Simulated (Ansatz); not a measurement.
# Te2Mo (P6_3/mmc): how G0W0 depends on its starting point

One-shot GW is not self-consistent; how far does the start matter for Te2Mo (P6_3/mmc)?

Calculated with Ansatz 0.2.0; G0W0 on several functionals, plane waves, PAW.

In doubt: masses and optical values from hybrid runs of this build are listed as unsure (steps 3, 4), which bears on the screening that GW takes from such a start.

### Step 1. The starting structure

It takes space group P6_3/mmc (No. 194, hexagonal). The conventional cell has a = 3.518 Å, b = 3.518 Å, c = 13.974 Å, α = 90.00°, β = 90.00°, γ = 120.00°. Te has 3 Mo at 2.72 Å nearest. Nearest to Mo lie 6 Te at 2.72 Å. Farther neighbours and most contacts between anions are not listed.

The cell and positions come from the Crystallography Open Database and are kept as given unless a step says otherwise. Spin-orbit coupling is left out unless a step names it. The default PAW set here is soft_2. Its files were made with PBE.

### Step 2. G0W0 on PBE

Now the one-shot GW correction: screening in the RPA, then the self-energy of the levels asked for.

This step: G0W0 on PBE, plane waves, PAW.

The input, input.yaml:

```yaml
crystal:
  lattice:
    - [3.5182, 0.0, 0.0]
    - [-1.7591, 3.0468505756, 0.0]
    - [0.0, 0.0, 13.9736]
  atoms:
    - { symbol: Te, position: [0.3333333333, 0.6666666667, 0.621] }
    - { symbol: Te, position: [0.6666666667, 0.3333333333, 0.121] }
    - { symbol: Te, position: [0.3333333333, 0.6666666667, 0.879] }
    - { symbol: Te, position: [0.6666666667, 0.3333333333, 0.379] }
    - { symbol: Mo, position: [0.3333333333, 0.6666666667, 0.25] }
    - { symbol: Mo, position: [0.6666666667, 0.3333333333, 0.75] }
kpoints:
  mp_grid: { grid: [6, 6, 2] }
hamiltonian:
  xc: pbe
scf:
  occupations: { method: fixed }
gw:
  n_empty_bands: 962
  ecut_chi: 200.0
  qp_bands: [v2, c2]
  qp_kpoints: band_edges
  screening: { model: contour_deformation }
```

Command:

```sh
> ansatz run input.yaml --threads 3 --pin off --max-ram 64512MiB --backend cuda --events-out ev --progress --plain --runs-dir out --devices 1 --max-vram 24GiB  # rebuilt from the run's record
```

Numbers of over 12 decimals in the logs are rounded to 6 here.

What it wrote:

```text
GPUs: using 1 of 1 available (devices: 1).
Engine: ansatz 0.2.0, x86_64-unknown-linux-gnu
Pseudopotentials: kind: paw
Pseudopotential: Te, paw, valence charge 16, recommended cutoff 420 eV (normal), Te.paw.azcp
Pseudopotential: Mo, paw, valence charge 14, recommended cutoff 420 eV (normal), Mo.paw.azcp
Functional definition: PBE
  parameter kappa = 0.804
  parameter beta = 0.066725
  exchange = pbe_x(kappa = kappa, mu = beta*pi^2/3)
  correlation = pbe_c(beta = beta)
device memory: the entry about to start is reckoned to put 2.7 GiB on a device that reports 69.4 GiB free (of which the cap on the GPU budget leaves the run 24.0 GiB)
GPU FFT provider: cuFFT
GPU libraries: cuBLAS 13.8.1, cuFFT 12.4.0, cuSOLVER 12.3.2
Crystal: 6 atoms, lattice volume = 149.789 Å³
Basis set: ecut = 420 eV, 2909 PW (Γ)
Bands: 56, of which v1, the nominal top of the filled ones, is band 46 counted from 1 (45 counted from 0)
Symmetry: 24 space group operations
Space group: P63/mmc (ITA 194), of the structure as read, at distance tolerance 5.3e-5 Å
k-points: 14 of 72
Non-local potential: Te, projectors of the file, l = 0: 2, l = 1: 2, l = 2: 2, l = 3: 2
Non-local potential: Mo, projectors of the file, l = 0: 3, l = 1: 2, l = 2: 2, l = 3: 1
PAW form: soft (Blöchl's): semilocal exchange-correlation on the pseudo side does not see the compensation charge
PAW one-centre angular grid: Te, 590 points (default); XC on 64 Gauss nodes
PAW one-centre angular grid: Mo, 590 points (default); XC on 64 Gauss nodes
Initial density: superposition of atomic densities (neutral atoms: chi_scale 0, normalization atom), corrected by the library's trained network
Initial wavefunctions: pseudopotential atomic-orbital guess
GPU buffer pool allocated for 55296 grid points (all kernels)
GPU transforms: local potential and band sums: pruned to the plane-wave sphere, on 24×24×96
Functional: x = pbe(κ = 0.804, μ = 0.219515), c = pbe(β = 0.066725)
SCF iter   1: F=—  HF=-37833.381216 eV  |F-HF|=—  |Δ(HF+E_count)|=         —  Δρ=4.19e-3  dr2=8.71e-3  ethr=1.77e-3  ⟨swp⟩=5.0  Hψ=2460  notcnv=0  defer=95
preconditioner: auto → Resta (q_TF=auto, 2.515 Å⁻¹)  ε∞=6.9  [insulator: Δε(μ)=0.830 eV  Ē_g=7.483 eV  n_scr=52 (ndim 8)  ℏωp=18.2 eV  f_vac=0.021  ε∞_Penn≈6.9]
SCF iter   2: F=—  HF=-37833.389481 eV  |F-HF|=—  |Δ(HF+E_count)|=   8.27e-3  Δρ=2.47e-3  dr2=2.99e-3  ethr=9.47e-6  ⟨swp⟩=2.4  Hψ=1199  notcnv=0  defer=112
SCF iter   3: F=—  HF=-37833.393603 eV  |F-HF|=—  |Δ(HF+E_count)|=   4.12e-3  Δρ=9.95e-4  dr2=2.69e-3  ethr=3.25e-6  ⟨swp⟩=2.0  Hψ=998  notcnv=0  defer=110
SCF iter   4: F=—  HF=-37833.393755 eV  |F-HF|=—  |Δ(HF+E_count)|=   1.53e-4  Δρ=1.22e-4  dr2=1.84e-5  ethr=2.92e-6  ⟨swp⟩=2.0  Hψ=916  notcnv=0  defer=110
SCF iter   5: F=—  HF=-37833.393789 eV  |F-HF|=—  |Δ(HF+E_count)|=   3.36e-5  Δρ=5.42e-5  dr2=4.65e-6  ethr=2.00e-8  ⟨swp⟩=2.1  Hψ=1035  notcnv=0  defer=73
SCF iter   6: F=—  HF=-37833.393799 eV  |F-HF|=—  |Δ(HF+E_count)|=   1.05e-5  Δρ=1.29e-5  dr2=2.91e-7  ethr=5.06e-9  ⟨swp⟩=2.0  Hψ=992  notcnv=0  defer=73
SCF iter   7: F=-37833.393800 eV  HF=-37833.393800 eV  |F-HF|=1.89e-8  |Δ(HF+E_count)|=   3.60e-7  Δρ=4.25e-6  dr2=3.42e-8  ethr=1.09e-10  ⟨swp⟩=10.9  Hψ=2886  notcnv=0
SCF 1 converged in 7 iterations: F = -37833.393800 eV  dr2 = 3.42e-8
  greatest PAW one-centre occupation: 0.998 electrons in one spin orbital (limit 2), on the Mo atom at site 5 (counted from 0), in its partial waves of l = 0
device memory: the entry about to start is reckoned to put 3.3 GiB (of the 3.4 GiB reckoned in all, the device holds 0.1 GiB already) on a device that reports 69.1 GiB free (of which the cap on the GPU budget leaves the run 24.0 GiB)
NSCF: frozen V_eff on 14 k-points
the band table was solved once the SCF had ended and its energy, with any forces and stress, was formed, with the checks that follow a solve (3063 applications of the Hamiltonian). They found nothing against the state; the energy, forces and stress were not computed again (output.eigenvalues in the input reference)
device memory: the entry about to start is reckoned to put 6.6 GiB on a device that reports 67.7 GiB free (of which the cap on the GPU budget leaves the run 24.0 GiB)
NSCF: frozen V_eff on 14 k-points
G₀W₀ screening: q 1/14
[... further progress lines ...]
SCF converged after 7 iterations
Free energy (F): -37833.393800 eV
Harris-Foulkes:  -37833.393800 eV  (|F-HF|=1.89e-8)
Internal energy: -37833.393800 eV  (E = F + TS)
E sigma→0 (E₀):  -37833.393800 eV
Fermi energy:    12.476785 eV
--- Per-component energies (eV) ---
  E_band       = -1144.069831
  E_kinetic    = 1609.785122
  E_local      = -7394.316016  (includes V_loc(G=0)·N_el)
  E_nonlocal   = -952.600477
  E_hartree    = 4140.452821
  E_xc         = -866.129895
  E_vxc        = -877.433077  (∫ρ·V_xc dr)
  E_paw        = -25053.963139  (= ΣΔE_a)
  E_vpaw       = -1810.415581  (= ΣTr[D̂ρ^β])
  E_aug_tail   = -0.000600  (compensation charges beyond the density's cutoff)
  E_ewald      = -9316.621616
  E_smearing   = -0.000000  (= −TS)
  E_closure    = 0.000000  (closes the sum)
  Σ components = -37833.393800   (vs F -37833.393800, Δ=0.00e0)
--- Band table (eV; the first three rows and the last of 14) ---
  k-point 0: bands = [... 42 lower, 11.4630, 11.4630, 12.1533, 12.4768, 15.3790, 15.3790, 15.5118, 15.5118, ... 6 higher]
  k-point 1: bands = [... 42 lower, 11.4454, 11.4454, 12.3955, 12.3955, 15.4167, 15.4167, 15.4167, 15.4167, ... 6 higher]
  k-point 2: bands = [... 42 lower, 11.2493, 11.4875, 12.0321, 12.1938, 14.2805, 14.5480, 14.5744, 14.8163, ... 6 higher]
  k-point 13: bands = [... 42 lower, 10.4828, 10.4828, 12.2673, 12.2673, 13.4563, 13.4563, 14.1035, 14.1035, ... 6 higher]
--- G₀W₀: contour deformation, 8 samples at zero and on the imaginary axis and 1 off it, 72 q-points, 962 empty bands' worth ---
  eigenvalues of the whole cell's RPA ε∞ on this k-mesh (on a slab, of 1 + 4πα/V) = 10.6509, 19.5214, 19.5214; static W/v taken at q = 0 is 0.054330
  bands read: the sum over 1008 bands ends inside a degenerate multiplet in 2 slots, whose members it reads at an even weight; the widest, k=1: bands 1007 to 1010 (counted from 1) at 2/4 each
  gw.qp_kpoints: band_edges: 13 of 14 stored k-points solved, in 1 pass; an edge of the gap read off the rows below is read off those points alone
    valence top: of the k-points left out ik 5 came nearest to being solved in a further pass, in band 46 (counted from 1, as in the quasiparticle table): it holds the edge there only if its correction is more favourable than any solved in that band by at least 0.763 eV; those differ by 0.474 eV
    conduction bottom: of the k-points left out ik 5 came nearest to being solved in a further pass, in band 47 (counted from 1, as in the quasiparticle table): it holds the edge there only if its correction is more favourable than any solved in that band by at least 0.462 eV; those differ by 0.291 eV
    ik  band        ε_KS         Σx   Σc(E_QP)       V_xc       Z   E_QP_lin       E_QP  E_QP is
     0    45     12.1533   -16.2237     0.9512   -14.7039  0.7655    11.5777    11.5848  root
     0    46     12.4768   -18.8277     0.1694   -18.5220  0.7211    12.3402    12.3405  root
     0    47     15.3790   -12.6210    -4.2317   -16.8236  0.7288    15.3499    15.3498  root
     0    48     15.3790   -12.6210    -4.2317   -16.8236  0.7288    15.3499    15.3498  root
     1    45     12.3955   -18.2145     0.3726   -17.6124  0.7307    12.1652    12.1660  root
     1    46     12.3955   -18.2145     0.3726   -17.6124  0.7307    12.1652    12.1660  root
     1    47     15.4167   -12.5953    -4.2582   -16.8153  0.7259    15.3785    15.3785  root
     1    48     15.4167   -12.5953    -4.2582   -16.8153  0.7259    15.3785    15.3785  root
     2    45     12.0321   -18.6367     0.4897   -17.9967  0.7191    11.8814    11.8818  root
     2    46     12.1938   -16.2987     0.8765   -14.8737  0.7660    11.6392    11.6453  root
     2    47     14.2805   -13.0711    -4.1615   -17.2426  0.7245    14.2904    14.2904  root
     2    48     14.5480   -13.5327    -4.2242   -17.8596  0.7388    14.6509    14.6507  root
     3    45     12.0781   -17.8981     0.6073   -17.0180  0.7336    11.8039    11.8053  root
     3    46     12.0781   -17.8981     0.6073   -17.0180  0.7336    11.8039    11.8053  root
     3    47     14.4364   -13.2857    -4.1982   -17.5145  0.7247    14.4670    14.4669  root
     3    48     14.4364   -13.2857    -4.1982   -17.5145  0.7247    14.4670    14.4669  root
     4    45     11.5764   -17.8902     1.0235   -16.5541  0.7290    11.2608    11.2638  root
     4    46     11.7222   -18.2412     0.8799   -17.0914  0.7284    11.4504    11.4523  root
     4    47     13.5958   -14.0358    -4.1512   -18.3238  0.7159    13.7330    13.7326  root
     4    48     13.9727   -14.3824    -4.0603   -18.5414  0.7143    14.0717    14.0714  root
     6    45     11.8745   -16.5397     0.9172   -15.1507  0.7535    11.3975    11.4028  root
     6    46     12.1636   -17.0046     0.7542   -15.8132  0.7548    11.7226    11.7264  root
     6    47     13.7445   -16.0700    -4.3182   -20.6409  0.6958    13.9989    13.9972  root
     6    48     13.8032   -15.8020    -4.3555   -20.3909  0.6970    14.0381    14.0366  root
[...]
12    45     12.1713   -17.8470     0.2171   -17.5288  0.7134    12.0701    12.0703  root
    12    46     12.4105   -18.5644     0.0341   -18.4557  0.7130    12.3358    12.3359  root
    12    47     13.4493   -15.3409    -4.1103   -19.6439  0.7039    13.6428    13.6420  root
    12    48     13.4493   -15.3409    -4.1103   -19.6439  0.7039    13.6428    13.6420  root
    13    45     12.2673   -18.0639     0.1234   -17.8507  0.7139    12.1775    12.1776  root
    13    46     12.2673   -18.0639     0.1234   -17.8507  0.7139    12.1775    12.1776  root
    13    47     13.4563   -15.3359    -4.1139   -19.6408  0.7041    13.6480    13.6472  root
    13    48     13.4563   -15.3359    -4.1139   -19.6408  0.7041    13.6480    13.6472  root
```

Run time: 64 s. Hardware: 1 × NVIDIA H100 80GB HBM3 (shared by 3 runs) with 3 threads of AMD EPYC 7R13 (Zen 3), shared host; peak memory 4.2 GiB.

The column dr2 measures how far the density is from self-consistency, as an energy; F and HF (Harris–Foulkes) agree once it is small.

Numbers from this step:

```yaml
bands_summed: 1008
rpa_eps_infinity_on_this_mesh_eigenvalues: 10.65, 19.52, 19.52
plane_waves_in_the_screening_matrix: 939
q_points_in_the_mesh: 72
g0w0_gap_on_the_mesh: 1.016 eV
k_of_the_valence_top: 0, 0, 0
k_of_the_conduction_bottom: 0.1667, 0.1667, 0
starting_gap_on_the_mesh: 0.8260 eV
z_at_the_valence_top: 0.7211
z_at_the_conduction_bottom: 0.7348
least_direct_g0w0_gap_on_the_computed_points: 1.306 eV
```

The gap on the mesh goes from 0.83 eV to 1.02 eV, a correction of +0.19 eV. Between the two edge states, bare exchange in place of the xc potential would open the gap by 4.04 eV, and correlation takes back 3.85 eV.

### Step 3. G0W0 on HSE06

One-shot GW remembers its start. Another functional's orbitals and levels show by how much.

This step: G0W0 on HSE06, plane waves, PAW.

input.yaml: that of step 2 with these lines changed.

```diff
@@ -15,3 +15,3 @@
 hamiltonian:
-  xc: pbe
+  xc: hse06
 scf:
```

What it wrote:

```text
GPUs: using 1 of 1 available (devices: 1).
[...]
davidson cushion auto → on  (no smearing: the cushion is to keep the highest requested band from converging to the state above it; pin scf.eigensolver.cushion to override)
[...]
GPU FFT provider: cuFFT
GPU libraries: cuBLAS 13.8.1, cuFFT 12.4.0, cuSOLVER 12.3.2
Crystal: 6 atoms, lattice volume = 149.789 Å³
Basis set: ecut = 420 eV, 2909 PW (Γ)
Bands: 56, of which v1, the nominal top of the filled ones, is band 46 counted from 1 (45 counted from 0)
Symmetry: 24 space group operations
[...]
k-points: 14 of 72
[...]
GPU buffer pool allocated for 55296 grid points (all kernels)
[...]
SCF iter   1: F=—  HF=-37833.387070 eV  |F-HF|=—  |Δ(HF+E_count)|=         —  Δρ=4.38e-3  dr2=1.33e-2  ethr=1.77e-3  ⟨swp⟩=8.1  Hψ=3260  notcnv=0
[...]
SCF iter   6: F=-37833.399605 eV  HF=-37833.399605 eV  |F-HF|=2.49e-7  |Δ(HF+E_count)|=   1.27e-5  Δρ=2.43e-5  dr2=7.54e-7  ethr=9.31e-8  ⟨swp⟩=3.2  Hψ=1869  notcnv=0
SCF 1 stopped early in 6 iterations: F = -37833.399605 eV  dr2 = 7.54e-7
[...]
GPU FFT provider: cuFFT
GPU libraries: cuBLAS 13.8.1, cuFFT 12.4.0, cuSOLVER 12.3.2
[...]
GPU buffer pool allocated for 55296 grid points (all kernels)
[...]
Free energy (F): -37855.111714 eV
Frozen-core exchange: fock
[...]
Internal energy: -37855.111714 eV  (E = F + TS)
E sigma→0 (E₀):  -37855.111714 eV
Fermi energy:    12.167304 eV
[...]
--- Band table (eV; the first three rows and the last of 14) ---
  k-point 0: bands = [... 42 lower, 11.0115, 11.0115, 11.7098, 12.1673, 15.6545, 15.6545, 15.7985, 15.7985]
  k-point 1: bands = [... 42 lower, 10.9905, 10.9905, 12.0515, 12.0515, 15.6949, 15.6949, 15.6949, 15.6949]
  k-point 2: bands = [... 42 lower, 10.7521, 11.0440, 11.6608, 11.7678, 14.4964, 14.7933, 14.8038, 15.0641]
  k-point 13: bands = [... 42 lower, 9.8599, 9.8599, 11.9607, 11.9607, 13.5775, 13.5775, 14.2826, 14.2826]
  guard bands above this table: 6 of the run's 56 bands. The solve was not asked for them (output.publish_guard_bands: true or output.eigenvalues: true publishes all)
[...]
0    45     11.7098   -16.2961     0.9254   -15.1167  0.7879    11.4549    11.4558  root
     0    46     12.1673   -18.7414     0.1895   -18.5354  0.7498    12.1507    12.1507  root
     0    47     15.6545   -12.4713    -4.1444   -16.4198  0.7586    15.4595    15.4586  root
     0    48     15.6545   -12.4713    -4.1444   -16.4198  0.7586    15.4595    15.4586  root
     1    45     12.0515   -18.1720     0.3778   -17.7331  0.7577    11.9903    11.9904  root
     1    46     12.0515   -18.1720     0.3778   -17.7331  0.7577    11.9903    11.9904  root
     1    47     15.6949   -12.4397    -4.1646   -16.3987  0.7559    15.4904    15.4893  root
     1    48     15.6949   -12.4397    -4.1646   -16.3987  0.7559    15.4904    15.4893  root
[...]
13    45     11.9607   -17.9476     0.1085   -17.8583  0.7433    11.9800    11.9800  root
    13    46     11.9607   -17.9476     0.1085   -17.8583  0.7433    11.9800    11.9800  root
    13    47     13.5775   -15.1061    -4.0113   -19.1197  0.7345    13.5798    13.5798  root
    13    48     13.5775   -15.1061    -4.0113   -19.1197  0.7345    13.5798    13.5798  root
```

It took 3 min on 1 × NVIDIA H100 80GB HBM3 (shared by 3 runs) with 3 threads; peak memory 4.3 GiB.

Numbers from this step:

| Property | Result |
| --- | --- |
| bands summed | 1008 |
| RPA ε∞ on this mesh (eigenvalues) | 8.235, 14.97, 14.97 |
| plane waves in the screening matrix | 939 |
| q-points in the mesh | 72 |
| G0W0 gap on the mesh | 1.187 eV |
| k of the valence top | 0, 0, 0 |
| k of the conduction bottom | 0.1667, 0.1667, 0 |
| starting gap on the mesh | 1.238 eV |
| Z at the valence top | 0.7498 |
| Z at the conduction bottom | 0.7620 |
| least direct G0W0 gap on the computed points | 1.439 eV |

Against the run with 6×6×2 mesh, 962 empty bands, screening to 200 eV on PBE, the gap moves by +0.17 eV, while the start moved by +0.41 eV.

### Step 4. G0W0 on PBE0

This step: G0W0 on PBE0, plane waves, PAW.

input.yaml: that of step 3 with these lines changed.

```diff
@@ -15,3 +15,3 @@
 hamiltonian:
-  xc: hse06
+  xc: pbe0
 scf:
```

What it wrote:

```text
GPUs: using 1 of 1 available (devices: 1).
[...]
GPU FFT provider: cuFFT
GPU libraries: cuBLAS 13.8.1, cuFFT 12.4.0, cuSOLVER 12.3.2
Crystal: 6 atoms, lattice volume = 149.789 Å³
Basis set: ecut = 420 eV, 2909 PW (Γ)
Bands: 56, of which v1, the nominal top of the filled ones, is band 46 counted from 1 (45 counted from 0)
Symmetry: 24 space group operations
[...]
k-points: 14 of 72
[...]
1    47     16.0533   -12.4270    -4.0728   -16.0331  0.7797    15.5898    15.5866  root
     1    48     16.0533   -12.4270    -4.0728   -16.0331  0.7797    15.5898    15.5866  root
[...]
13    45     11.6333   -17.9533     0.0770   -18.1670  0.7657    11.9233    11.9239  root
    13    46     11.6333   -17.9533     0.0770   -18.1670  0.7657    11.9233    11.9239  root
    13    47     13.9057   -15.0711    -3.9413   -18.7536  0.7573    13.6476    13.6469  root
    13    48     13.9057   -15.0711    -3.9413   -18.7536  0.7573    13.6476    13.6469  root
[key lines of the parts left out:]
Free energy (F): -37850.914717 eV
Fermi energy:    11.839388 eV
```

The job ended after 3 min (1 × NVIDIA H100 80GB HBM3 (shared by 3 runs) with 3 threads; peak memory 4.7 GiB).

Numbers from this step:

- bands summed: 1008
- RPA ε∞ on this mesh (eigenvalues): 7.174, 12.42, 12.42
- plane waves in the screening matrix: 939
- G0W0 gap on the mesh: 1.308 eV
- k of the valence top: 0, 0, 0
- k of the conduction bottom: 0.1667, 0.1667, 0
- starting gap on the mesh: 1.883 eV
- least direct G0W0 gap on the computed points: 1.560 eV

Against the run with 6×6×2 mesh, 962 empty bands, screening to 200 eV on HSE06, the gap moves by +0.12 eV, while the start moved by +0.64 eV.

### Step 5. The starts together

All on the 6×6×2 mesh with 962 empty bands and screening to 200 eV. Times are wall times on 1 × NVIDIA H100 80GB HBM3 (shared by 3 runs) with 3 threads of AMD EPYC 7R13 (Zen 3), shared host, good to a factor of about two.

| start | starting gap (eV) | shift (eV) | G0W0 gap (eV) | RPA ε∞ (harmonic mean) | Z (valence, conduction) | time |
| --- | --- | --- | --- | --- | --- | --- |
| PBE | 0.83 | +0.19 | 1.02 | 15.28 | 0.72, 0.73 | 64 s |
| HSE06 | 1.24 | −0.05 | 1.19 | 11.76 | 0.75, 0.76 | 3 min |
| PBE0 | 1.88 | −0.58 | 1.31 | 9.99 | 0.77, 0.78 | 3 min |

The parts of the quasiparticle energy at the two band edges (eV; QP = start + Σx + Σc − Vxc):

| run | edge | start | Σx | Σc | Vxc | Z | QP |
| --- | --- | --- | --- | --- | --- | --- | --- |
| PBE | valence top | 12.48 | -18.83 | 0.17 | -18.52 | 0.72 | 12.34 |
| PBE | conduction bottom | 13.30 | -13.10 | -3.68 | -16.84 | 0.73 | 13.36 |
| HSE06 | valence top | 12.17 | -18.74 | 0.19 | -18.54 | 0.75 | 12.15 |
| HSE06 | conduction bottom | 13.41 | -12.80 | -3.66 | -16.39 | 0.76 | 13.34 |
| PBE0 | valence top | 11.84 | -18.74 | 0.16 | -18.84 | 0.77 | 12.09 |
| PBE0 | conduction bottom | 13.72 | -12.75 | -3.60 | -16.03 | 0.78 | 13.40 |

For a hybrid start, Vxc holds its share of exact exchange.

### Step 6. Summary of results

- G0W0@PBE: 1.02 eV (start 0.83 eV)
- G0W0@HSE06: 1.19 eV (start 1.24 eV)
- G0W0@PBE0: 1.31 eV (start 1.88 eV)
- known limits: not at the basis limit; no spin-orbit coupling; coarse k mesh

What this shows: The starting gaps span 1.06 eV and the G0W0 gaps 0.29 eV. Between PBE and PBE0, 0.29 eV of the 1.06 eV survives, 28 %. PBE0 screens less than PBE (ε∞ 9.99 against 15.28). Of the 0.29 eV by which its G0W0 gap is higher, the correlation part gives +0.10 eV, and exchange with the one-particle terms, which follow the orbitals, +0.20 eV. On PBE0 the correction is negative: that start lies above its own G0W0 value. The smallest correction, −0.05 eV, is on HSE06, the start nearest to reproducing itself. Bands and cutoff are finite, so the gap is not at the basis limit. The miss can reach some tenths of an eV and take either sign; the mesh is an error of its own. The 6×6×2 mesh is coarse for this cell (its supercell is 21 Å along the shortest edge). The RPA ε∞ on it, from the PBE start, is 10.65 and 19.52; such meshes misread the long-range screening, most where the gap is narrow. The program warns that the mesh is coarse for exact exchange, which bears on the hybrid start's gap. The many-body steps are scalar-relativistic: spin-orbit coupling is not in them.

[Paths, hosts, dates, memory and timing lines, banners, echoed tables and standing remarks are left out of the program output.]

[Logs are printed without paths, hosts, clocks, repeated set-up lines and the standing remarks that a program may print on its own settings, such as how far it seeks lower states.]

[Runs of the session that timed out or met a known fault of the program may be left out.]

[Cells called generated may have been cut or substituted from an entry of the Crystallography Open Database or the Materials Project.]

[Hosts, paths, dates, database ids (printed as entryN), source tags and the programs' standing remarks are cut or masked in the printed files.]
